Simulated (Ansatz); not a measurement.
## Lattice dynamics of NaI (Fm-3m)

Task: relax NaI (Fm-3m), then find its harmonic phonons.

Program: Ansatz 0.2.0. Level of theory: DFT PBE, scalar-relativistic, plane waves, PAW. Results are calculated unless marked as measured.

### Step 1. The starting structure

It takes space group Fm-3m (No. 225, cubic). Conventional cell: a = 6.473 Å, b = 6.473 Å, c = 6.473 Å, α = 90.00°, β = 90.00°, γ = 90.00°. Na has 6 I at 3.24 Å nearest. Nearest to I lie 6 Na at 3.24 Å. Farther neighbours and most contacts between anions are not listed.

### Step 2. Relaxation

Harmonic phonons are second derivatives at a point where the forces vanish, and they are wanted at zero stress, so atoms and cell are relaxed first.

The input, input.yaml:

```yaml
crystal:
  lattice:
    - [0.0, 3.2364, 3.2364]
    - [3.2364, 0.0, 3.2364]
    - [3.2364, 3.2364, 0.0]
  atoms:
    - { symbol: Na, position: [0.0, 0.0, 0.0] }
    - { symbol: I, position: [0.5, 0.5, 0.5] }
kpoints:
  mp_grid: { grid: [6, 6, 6] }
hamiltonian:
  xc: pbe
scf:
  occupations: { method: gaussian, width: 0.02 }
output:
  forces: true
  stress: true
  eigenvalues: true
relax:
  adjacent_minimum: "off"
  f_tol: 0.005
  max_steps: 80
  cell: { stress_tol: 0.05 }
```

Command:

```bash
$ ansatz run input.yaml --threads 4 --pin off --max-ram 7168MiB --backend cpu --events-out ev --progress --plain --runs-dir out
```

Numbers of over 12 decimals in the logs are rounded to 6 here.

The program printed:

```text
Engine: ansatz 0.2.0, aarch64-unknown-linux-gnu
Pseudopotentials: kind: paw
Pseudopotential: Na, paw, valence charge 9, recommended cutoff 420 eV (normal), Na.paw.azcp
Pseudopotential: I, paw, valence charge 17, recommended cutoff 420 eV (normal), I.paw.azcp
Functional definition: PBE
  parameter kappa = 0.804
  parameter beta = 0.066725
  exchange = pbe_x(kappa = kappa, mu = beta*pi^2/3)
  correlation = pbe_c(beta = beta)
Crystal: 2 atoms, lattice volume = 67.798 Å³
Basis set: ecut = 420 eV, 1363 PW (Γ), exchange–correlation on 64×64×64 points (8 copies of the dense FFT grid, shifted against one another)
Bands: 17, of which v1, the nominal top of the filled ones, is band 13 counted from 1 (12 counted from 0)
Symmetry: 48 space group operations
Space group: Fm-3m (ITA 225), of the structure as read, at distance tolerance 4.1e-5 Å
k-points: 16 of 216
Non-local potential: Na, projectors of the file, l = 0: 3, l = 1: 2, l = 2: 1
Non-local potential: I, projectors of the file, l = 0: 2, l = 1: 2, l = 2: 2, l = 3: 2
PAW form: soft (Blöchl's): semilocal exchange-correlation on the pseudo side does not see the compensation charge
PAW one-centre angular grid: Na, 110 points (default); XC on 64 Gauss nodes
PAW one-centre angular grid: I, 590 points (default); XC on 64 Gauss nodes
Initial density: superposition of atomic densities (neutral atoms: chi_scale 0, normalization atom), corrected by the library's trained network
Initial wavefunctions: pseudopotential atomic-orbital guess
Functional: x = pbe(κ = 0.804, μ = 0.219515), c = pbe(β = 0.066725)
SCF iter   1: F=—  HF=-9001.882617 eV  |F-HF|=—  |Δ(HF+E_count)|=         —  Δρ=5.29e-4  dr2=3.99e-4  ethr=1.77e-3  ⟨swp⟩=6.4  Hψ=1482  notcnv=0
preconditioner: auto → none  [insulator: Δε(μ)=3.642 eV  Ē_g=10.593 eV  σ=0.020 eV  W_gap=1.00  n_scr=14 (ndim 8)  ℏωp=12.8 eV  f_vac=0.068  D(μ)=0.00/eV (n_scr^D=0)  ε∞_Penn≈2.4]
SCF iter   2: F=—  HF=-9001.882875 eV  |F-HF|=—  |Δ(HF+E_count)|=   2.58e-4  Δρ=7.79e-4  dr2=9.78e-4  ethr=1.53e-6  ⟨swp⟩=3.1  Hψ=734  notcnv=0
SCF iter   3: F=—  HF=-9001.882644 eV  |F-HF|=—  |Δ(HF+E_count)|=   2.31e-4  Δρ=4.74e-4  dr2=3.61e-4  ethr=1.53e-6  ⟨swp⟩=2.0  Hψ=329  notcnv=0
SCF iter   4: F=—  HF=-9001.882559 eV  |F-HF|=—  |Δ(HF+E_count)|=   8.50e-5  Δρ=1.69e-4  dr2=4.37e-5  ethr=1.39e-6  ⟨swp⟩=2.0  Hψ=333  notcnv=0
SCF iter   5: F=—  HF=-9001.882580 eV  |F-HF|=—  |Δ(HF+E_count)|=   2.09e-5  Δρ=3.03e-5  dr2=1.43e-6  ethr=1.68e-7  ⟨swp⟩=2.6  Hψ=443  notcnv=0
SCF iter   6: F=—  HF=-9001.882579 eV  |F-HF|=—  |Δ(HF+E_count)|=   5.24e-7  Δρ=1.22e-5  dr2=2.07e-7  ethr=5.50e-9  ⟨swp⟩=2.2  Hψ=399  notcnv=0
SCF iter   7: F=-9001.882579 eV  HF=-9001.882579 eV  |F-HF|=6.40e-8  |Δ(HF+E_count)|=   5.10e-8  Δρ=7.31e-6  dr2=8.37e-8  ethr=3.85e-10  ⟨swp⟩=5.2  Hψ=1103  notcnv=0
SCF 1 converged in 7 iterations: F = -9001.882579 eV  dr2 = 8.37e-8
  greatest PAW one-centre occupation: 0.999 electrons in one spin orbital (limit 2), on the Na atom at site 0 (counted from 0), in its partial waves of l = 0
relax step   1: F+E_penalty+E_count = -9001.88257928 eV  Δ(F+E_penalty+E_count) = +0.000e0 eV  max|allowed force component| = 9.479e-29 eV/Å  Δτ_max = 0.0000 Å  P = +0.419 GPa  Ω = 67.798 Å³  (7 SCF iters, dr2 threshold 1.00e-7 eV, accepted)
Crystal: 2 atoms, lattice volume = 68.653 Å³
Initial density: handed on by an earlier stage of this run
Initial wavefunctions: those handed on with the density
iter 1 solved again at ethr=7.58e-7 eV; its pass at ethr=3.10e-3 eV (dr2=1.97e-4 eV) is discarded
SCF iter   1: F=—  HF=-9001.884320 eV  |F-HF|=—  |Δ(HF+E_count)|=         —  Δρ=4.70e-4  dr2=2.59e-4  ethr=7.58e-7  ⟨swp⟩=2.0  Hψ=1865  notcnv=0
preconditioner: auto → none  [insulator: Δε(μ)=3.625 eV  Ē_g=10.562 eV  σ=0.020 eV  W_gap=1.00  n_scr=14 (ndim 8)  ℏωp=12.7 eV  f_vac=0.072  D(μ)=0.00/eV (n_scr^D=0)  ε∞_Penn≈2.4]
SCF iter   2: F=—  HF=-9001.884188 eV  |F-HF|=—  |Δ(HF+E_count)|=   1.32e-4  Δρ=1.66e-4  dr2=1.77e-5  ethr=7.58e-7  ⟨swp⟩=2.1  Hψ=480  notcnv=0
SCF iter   3: F=—  HF=-9001.884204 eV  |F-HF|=—  |Δ(HF+E_count)|=   1.65e-5  Δρ=6.55e-5  dr2=2.36e-6  ethr=6.80e-8  ⟨swp⟩=2.0  Hψ=464  notcnv=0
SCF iter   4: F=-9001.884204 eV  HF=-9001.884204 eV  |F-HF|=1.94e-8  |Δ(HF+E_count)|=   5.53e-7  Δρ=7.60e-6  dr2=7.98e-8  ethr=7.69e-10  ⟨swp⟩=5.7  Hψ=1452  notcnv=0
SCF 2 converged in 4 iterations: F = -9001.884204 eV  dr2 = 7.98e-8
relax step   2: F+E_penalty+E_count = -9001.88420357 eV  Δ(F+E_penalty+E_count) = -1.624e-3 eV  max|allowed force component| = 1.686e-29 eV/Å  Δτ_max = 0.0000 Å  P = +0.212 GPa  Ω = 68.653 Å³  energy of the carried Pulay correction = -5.541e-5 eV  (4 SCF iters, dr2 threshold 2.00e-7 eV, accepted)
Crystal: 2 atoms, lattice volume = 69.554 Å³
iter 1 solved again at ethr=7.95e-7 eV; its pass at ethr=3.10e-3 eV (dr2=2.07e-4 eV) is discarded
SCF iter   1: F=—  HF=-9001.884888 eV  |F-HF|=—  |Δ(HF+E_count)|=         —  Δρ=4.88e-4  dr2=2.77e-4  ethr=7.95e-7  ⟨swp⟩=2.0  Hψ=1839  notcnv=0
preconditioner: auto → none  [insulator: Δε(μ)=3.592 eV  Ē_g=10.516 eV  σ=0.020 eV  W_gap=1.00  n_scr=14 (ndim 8)  ℏωp=12.6 eV  f_vac=0.081  D(μ)=0.00/eV (n_scr^D=0)  ε∞_Penn≈2.4]
SCF iter   2: F=—  HF=-9001.884747 eV  |F-HF|=—  |Δ(HF+E_count)|=   1.41e-4  Δρ=1.74e-4  dr2=1.97e-5  ethr=7.95e-7  ⟨swp⟩=2.1  Hψ=500  notcnv=0
SCF iter   3: F=—  HF=-9001.884762 eV  |F-HF|=—  |Δ(HF+E_count)|=   1.51e-5  Δρ=6.83e-5  dr2=2.62e-6  ethr=7.56e-8  ⟨swp⟩=2.0  Hψ=464  notcnv=0
SCF iter   4: F=-9001.884761 eV  HF=-9001.884762 eV  |F-HF|=1.92e-8  |Δ(HF+E_count)|=   5.21e-7  Δρ=7.91e-6  dr2=8.91e-8  ethr=4.34e-10  ⟨swp⟩=5.7  Hψ=1510  notcnv=0
SCF 3 converged in 4 iterations: F = -9001.884761 eV  dr2 = 8.91e-8
relax step   3: F+E_penalty+E_count = -9001.88476150 eV  Δ(F+E_penalty+E_count) = -5.579e-4 eV  max|allowed force component| = 1.477e-29 eV/Å  Δτ_max = 0.0000 Å  P = +0.009 GPa  Ω = 69.554 Å³  energy of the carried Pulay correction = -1.130e-4 eV  (4 SCF iters, dr2 threshold 1.13e-7 eV, accepted)
Initial wavefunctions: pseudopotential atomic-orbital guess (no wavefunctions were taken with the density)
iter 1 solved again at ethr=4.05e-6 eV; its pass at ethr=3.10e-3 eV (dr2=1.05e-3 eV) is discarded
SCF iter   1: F=—  HF=-9001.875522 eV  |F-HF|=—  |Δ(HF+E_count)|=         —  Δρ=5.82e-4  dr2=7.78e-6  ethr=4.05e-6  ⟨swp⟩=2.1  Hψ=2126  notcnv=0
eigensolver tolerance schedule: the retry pair's looser diagonalisation over-reported the residual by 134.51 of it (diagonalisation noise at 0.21 of the residual, at the tolerance the schedule requests for it); recorded, not acted on — ethr = c·dr2/N_el stays at c = 1.0e-1
preconditioner: auto → none  [insulator: Δε(μ)=3.586 eV  Ē_g=10.511 eV  σ=0.020 eV  W_gap=1.00  n_scr=14 (ndim 8)  ℏωp=12.6 eV  f_vac=0.079  D(μ)=0.00/eV (n_scr^D=0)  ε∞_Penn≈2.4]
SCF iter   2: F=—  HF=-9001.882624 eV  |F-HF|=—  |Δ(HF+E_count)|=   7.10e-3  Δρ=2.92e-4  dr2=2.59e-6  ethr=2.99e-8  ⟨swp⟩=2.0  Hψ=502  notcnv=0
SCF iter   3: F=—  HF=-9001.884291 eV  |F-HF|=—  |Δ(HF+E_count)|=   1.67e-3  Δρ=1.50e-4  dr2=6.23e-7  ethr=9.97e-9  ⟨swp⟩=3.0  Hψ=464  notcnv=0
SCF iter   4: F=—  HF=-9001.884870 eV  |F-HF|=—  |Δ(HF+E_count)|=   5.79e-4  Δρ=1.06e-5  dr2=1.25e-8  ethr=2.39e-9  ⟨swp⟩=2.0  Hψ=384  notcnv=0
SCF iter   5: F=—  HF=-9001.884872 eV  |F-HF|=—  |Δ(HF+E_count)|=   2.30e-6  Δρ=1.47e-6  dr2=2.05e-9  ethr=4.79e-11  ⟨swp⟩=2.0  Hψ=480  notcnv=0
SCF iter   6: F=—  HF=-9001.884872 eV  |F-HF|=—  |Δ(HF+E_count)|=   4.97e-9  Δρ=3.34e-7  dr2=7.47e-11  ethr=7.89e-12  ⟨swp⟩=2.0  Hψ=384  notcnv=0
SCF iter   7: F=—  HF=-9001.884872 eV  |F-HF|=—  |Δ(HF+E_count)|=  5.28e-11  Δρ=1.24e-7  dr2=2.47e-11  ethr=1.00e-12  ⟨swp⟩=6.9  Hψ=1363  notcnv=0
SCF iter   8: F=-9001.884872 eV  HF=-9001.884872 eV  |F-HF|=1.82e-12  |Δ(HF+E_count)|=  1.64e-11  Δρ=1.12e-8  dr2=1.42e-13  ethr=1.00e-12  ⟨swp⟩=5.8  Hψ=1028  notcnv=0
SCF 4 converged in 8 iterations: F = -9001.884872 eV  dr2 = 1.42e-13
relax step   4: F+E_penalty+E_count = -9001.88487210 eV  Δ(F+E_penalty+E_count) = -1.106e-4 eV  max|allowed force component| = 9.047e-30 eV/Å  Δτ_max = 0.0000 Å  P = +0.007 GPa  Ω = 69.554 Å³  stress off target by 7.48e-3 GPa  SCF on the basis re-selected at this cell (its energy is not comparable with the rows above)  (8 SCF iters)
basis re-selected at this cell: Δ(F+E_penalty+E_count) = -1.106e-4 eV, ΔP = -0.002 GPa vs the last step (what re-selecting the basis moved, of the pressure what is left beyond the Pulay correction that the steps carried, after the strain that the cell walked since its last selection, with what the two solves' SCF thresholds leave and, on support functions, any second-order correction that the steps lacked; it is no m [...]
SCF converged after 8 iterations
Free energy (F): -9001.884872 eV
Harris-Foulkes:  -9001.884872 eV  (|F-HF|=1.82e-12)
Internal energy: -9001.884872 eV  (E = F + TS)
E sigma→0 (E₀):  -9001.884872 eV
Fermi energy:    4.591683 eV
--- Per-component energies (eV) ---
  E_band       = -620.051983
  E_kinetic    = 309.591928
  E_local      = -3382.739916  (includes V_loc(G=0)·N_el)
  E_nonlocal   = 24.918781
  E_hartree    = 1532.565988
  E_xc         = -167.193142
  E_vxc        = -178.890400  (∫ρ·V_xc dr)
  E_paw        = -5080.336868  (= ΣΔE_a)
  E_vpaw       = -458.064318  (= ΣTr[D̂ρ^β])
  E_aug_tail   = -0.000045  (compensation charges beyond the density's cutoff)
  E_ewald      = -2238.691598
  E_smearing   = -0.000000  (= −TS)
  E_closure    = -0.000000  (closes the sum)
  Σ components = -9001.884872   (vs F -9001.884872, Δ=0.00e0)
--- Forces (eV/Å), atoms counted from 1 ---
  atom   1  Na    -0.00000000     0.00000000    -0.00000000
  atom   2  I      0.00000000    -0.00000000    -0.00000000
  max |Σ_I F_I| component: 1.77e-29 eV/Å
--- Stress (GPa, compression-positive) ---
        0.007481      -0.000000      -0.000000
       -0.000000       0.007481      -0.000000
       -0.000000      -0.000000       0.007481
  P = ⅓ Tr σ = 0.0075 GPa (0.075 kbar)
--- Band table (eV; the first three rows and the last of 16) ---
  k-point 0: bands = [... 9 lower, -8.1500, 2.8029, 2.8029, 2.8029, 6.3804, 10.7616, 10.7616, 10.7616]
  k-point 1: bands = [... 9 lower, -8.0817, 2.1012, 2.7321, 2.7321, 7.1768, 10.2587, 10.9386, 10.9386]
  k-point 2: bands = [... 9 lower, -7.9375, 1.1152, 2.5997, 2.5997, 7.8774, 10.5031, 10.5031, 10.6852]
  k-point 15: bands = [... 9 lower, -7.7837, 1.2094, 1.7509, 1.9578, 8.1209, 9.3241, 11.3012, 11.3615]
--- Relaxed structure (3 steps of the walk, 3 accepted, 1 SCFs on fresh bases) ---
  F+E_penalty+E_count = -9001.88487210 eV   max|allowed force component| = 9.047e-30 eV/Å   (the final SCF, on the basis selected at the relaxed cell)
  cell:  # Å, volume = 69.5535 Å³
    - [0, 3.264097, 3.264097]
    - [3.264097, 0, 3.264097]
    - [3.264097, 3.264097, 0]
  atoms:
    - { symbol: Na, position: [0, 0, 0] }
    - { symbol: I, position: [0.5, 0.5, 0.5] }
```

It took 1.5 s on 4 threads of Arm Neoverse V2, shared host; peak memory 0.34 GiB.

The steps of the relaxation:

| step | energy less that of the first step (eV) | largest force component (eV/Å) | pressure (GPa) | volume (Å³) |
| --- | --- | --- | --- | --- |
| 1 | 0.0000 | 0.0000 | 0.42 | 67.80 |
| 2 | -0.0016 | 0.0000 | 0.21 | 68.65 |
| 3 | -0.0022 | 0.0000 | 0.01 | 69.55 |
| 4* | -0.0023 | 0.0000 | 0.01 | 69.55 |

Relaxation steps marked * repeat the geometry before them on a plane-wave basis chosen anew for their cell, so energy and pressure can jump there.

Forces are held to the 48 operations that the run works with; a distortion that breaks them can't arise in this run.

```csv
"conventional cell, symmetrised",before,after,change
a (Å),6.473,6.528,+0.9 %
b (Å),6.473,6.528,+0.9 %
c (Å),6.473,6.528,+0.9 %
volume (Å³/atom),33.90,34.78,+2.6 %
```

Final coordinates:

```xyz
2
Lattice="0.0000 3.2641 3.2641 3.2641 0.0000 3.2641 3.2641 3.2641 0.0000" Properties=species:S:1:pos:R:3 pbc="T T T"
Na    0.0000    0.0000    0.0000
I     3.2641    3.2641    3.2641
```

This step gave:

```yaml
pressure: 0.007481 GPa
gap_on_the_k_mesh: 3.578 eV
volume_per_atom: 34.78 Å³
direct_gap_on_mesh: 3.578 eV
```

In this step the volume went from 33.90 to 34.78 Å³/atom.

### Step 3. Tight relaxation

Phonons need a cell at rest on their own settings, so the relaxation is repeated with tight tolerances on forces and stress, using the mesh and the filling of the phonon run that follows.

The input, input.yaml:

```yaml
crystal:
  lattice:
    - [0.0, 3.2640968181, 3.2640968181]
    - [3.2640968181, 0.0, 3.2640968181]
    - [3.2640968181, 3.2640968181, 0.0]
  atoms:
    - { symbol: Na, position: [0.0, 0.0, 0.0] }
    - { symbol: I, position: [0.5, 0.5, 0.5] }
kpoints:
  mp_grid: { grid: [8, 8, 8] }
hamiltonian:
  xc: pbe
scf:
  occupations: { method: fixed }
output:
  forces: true
  stress: true
  eigenvalues: true
relax:
  adjacent_minimum: "off"
  f_tol: 0.001
  max_steps: 60
  cell: { stress_tol: 0.01 }
```

The program printed:

```text
[...]
Crystal: 2 atoms, lattice volume = 69.554 Å³
Basis set: ecut = 420 eV, 1363 PW (Γ), exchange–correlation on 64×64×64 points (8 copies of the dense FFT grid, shifted against one another)
Bands: 17, of which v1, the nominal top of the filled ones, is band 13 counted from 1 (12 counted from 0)
Symmetry: 48 space group operations
[...]
k-points: 29 of 512
[...]
k-point 28: bands = [... 9 lower, -7.7820, 1.4616, 1.4616, 1.9155, 8.5732, 10.2673, 10.2673, 10.6621]
--- Relaxed structure (1 steps of the walk, 1 accepted, 1 SCFs on fresh bases) ---
[...]
cell:  # Å, volume = 69.5535 Å³
    - [0.0, 3.2640968181, 3.2640968181]
    - [3.2640968181, 0.0, 3.2640968181]
    - [3.2640968181, 3.2640968181, 0.0]
  atoms:
    - { symbol: Na, position: [0.0, 0.0, 0.0] }
    - { symbol: I, position: [0.5, 0.5, 0.5] }
[key lines of the parts left out:]
SCF converged after 9 iterations
Free energy (F): -9001.884980 eV
Fermi energy:    2.802700 eV
P = ⅓ Tr σ = 0.0064 GPa (0.064 kbar)
```

The job ended after 1.4 s (4 threads; peak memory 0.36 GiB).

Little changed from the start: no atom moved by 0.005 Å and no cell edge by 0.1 %.

This step gave:

```yaml
pressure: 0.006409 GPa
```

The forces vanish by symmetry and the pressure is 0.006 GPa, within the tolerances set. The cell now holds 34.78 Å³/atom.

(Continued in part 2 of 3.)

[Logs are printed without paths, hosts, clocks, repeated set-up lines and the standing remarks that a program may print on its own settings, such as how far it seeks lower states.]

[Hosts, paths, dates, database ids (printed as entryN), source tags and the programs' standing remarks are cut or masked in the printed files.]
